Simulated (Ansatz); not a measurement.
**TiO2 (I4_1/amd): refractive index against wavelength**

The refractive index of TiO2 (I4_1/amd) along x below the direct gap (2.46 eV on the mesh) is read from one computed spectrum, n = √(Re ε). x, y and z are the Cartesian axes of the input cell.

Symmetry: I4_1/amd, No. 141, tetragonal system. The conventional cell has a = 3.784 Å, b = 3.784 Å, c = 9.515 Å, α = 90.00°, β = 90.00°, γ = 90.00°. Around Ti on site a lie 6 O at 1.93 to 1.98 Å. Around O on site e lie 3 Ti at 1.93 to 1.98 Å.

Method: Ansatz 0.2.0, PBE, independent particles, k-mesh 8×8×8 with interpolation inside its cells, Gaussian parameter 0.15 eV.

Launch of the response step: `ansatz run input.yaml --threads 4 --pin off --max-ram 8192MiB --backend cpu --events-out ev --progress --plain --runs-dir out`. The run took 25 s, on 4 threads of Arm Neoverse V2, on a shared host.

```
wavelength (nm)  photon energy E (eV)       n
           3000                 0.413  2.6404
           2000                 0.620  2.6514
           1550                 0.800       ?
           1310                 0.946  2.6790
           1064                 1.165  2.7057
            850                 1.459  2.7547
            700                 1.771  2.8305
```

In the single-oscillator model n² − 1 = E₀E_d/(E₀² − E²), so 1/(n² − 1) = E₀/E_d − E²/(E₀E_d) is linear in E².

Working, on the rows shown:

| x = E² (eV²) | y = 1/(n² − 1) |
| --- | --- |
| 0.170801 | 0.167456 |
| 0.384302 | 0.16584 |
| 0.895757 | 0.16189 |
| 1.35784 | 0.158208 |
| 2.12762 | 0.151783 |
| 3.13716 | 0.142618 |

Means: x̄ = 1.3456, ȳ = 0.15797. Σ(x − x̄)(y − ȳ) = -0.05281, Σ(x − x̄)² = 6.328. Slope = -0.05281 / 6.328 = -0.008346; intercept = ȳ − slope · x̄ = 0.1692. Turned back into n, the line misses the rows shown by at most 0.0034.

**Question.** Fill in the last column of the withheld row.

**Answer.** At x = 0.63984 the line gives y = 0.16386, that is 2.6651. The run gave 2.6649, so the interpolation is off by 0.00023, 0.1 % of the range in the table.

Refitted with all rows, the slope is -0.008349 and the intercept 0.1692. These give E₀ = √(intercept/−slope) = 4.50 eV and E_d = E₀/intercept = 26.6 eV; E₀ is 1.8 times the direct gap. The electronic limit at long wavelengths, without lattice vibrations, is n = √(1 + 1/intercept) = 2.629. Excitons are left out and so are local fields; PBE gaps are as a rule too small.

[Logs are printed without paths, hosts, clocks, repeated set-up lines and the standing remarks that a program may print on its own settings, such as how far it seeks lower states.]
